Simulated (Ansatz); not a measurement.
Rows from a G0W0 calculation on ReS2 (P-1) (Ansatz 0.2.0; G0W0 on LDA, plane waves, PAW; 4×4×2 mesh, 1266 empty bands, screening to 120 eV), in eV. Spin-orbit coupling is left out.

| row | k | band | start | Σx | Σc at the solution | Vxc |
| --- | --- | --- | --- | --- | --- | --- |
| A | Γ | c1 | 12.161 | -15.873 | -3.255 | -19.660 |
| B | Γ | v1 | 10.951 | -21.148 | 1.143 | -20.063 |
| C | Γ | c2 | 12.374 | -16.078 | -3.281 | -19.873 |
| D | Γ | c3 | 12.842 | -16.182 | -3.666 | -20.444 |
| E | Γ | v2 | 10.685 | -19.079 | 1.643 | -17.276 |
| F | Γ | v3 | 10.616 | -21.350 | 1.244 | -20.214 |

**Question.** Give the quasiparticle energies and the shift of each level.

The quasiparticle equation reads E = start + Σx + Σc(E) − Vxc.

| row | E (eV) | shift (eV) |
| --- | --- | --- |
| A | 12.692 | +0.531 |
| B | 11.010 | +0.059 |
| C | 12.888 | +0.514 |
| D | 13.438 | +0.596 |
| E | 10.525 | −0.160 |
| F | 10.725 | +0.108 |

The gap over the computed points goes from 1.21 eV to 1.68 eV.

Limits: not at the basis limit; no spin polarisation; d states lean on the start; no spin-orbit coupling.

[Runs of the session that timed out or met a known fault of the program may be left out.]

[Cells called generated may have been cut or substituted from an entry of the Crystallography Open Database or the Materials Project.]

[Hosts, paths, dates, database ids (printed as entryN), source tags and the programs' standing remarks are cut or masked in the printed files.]
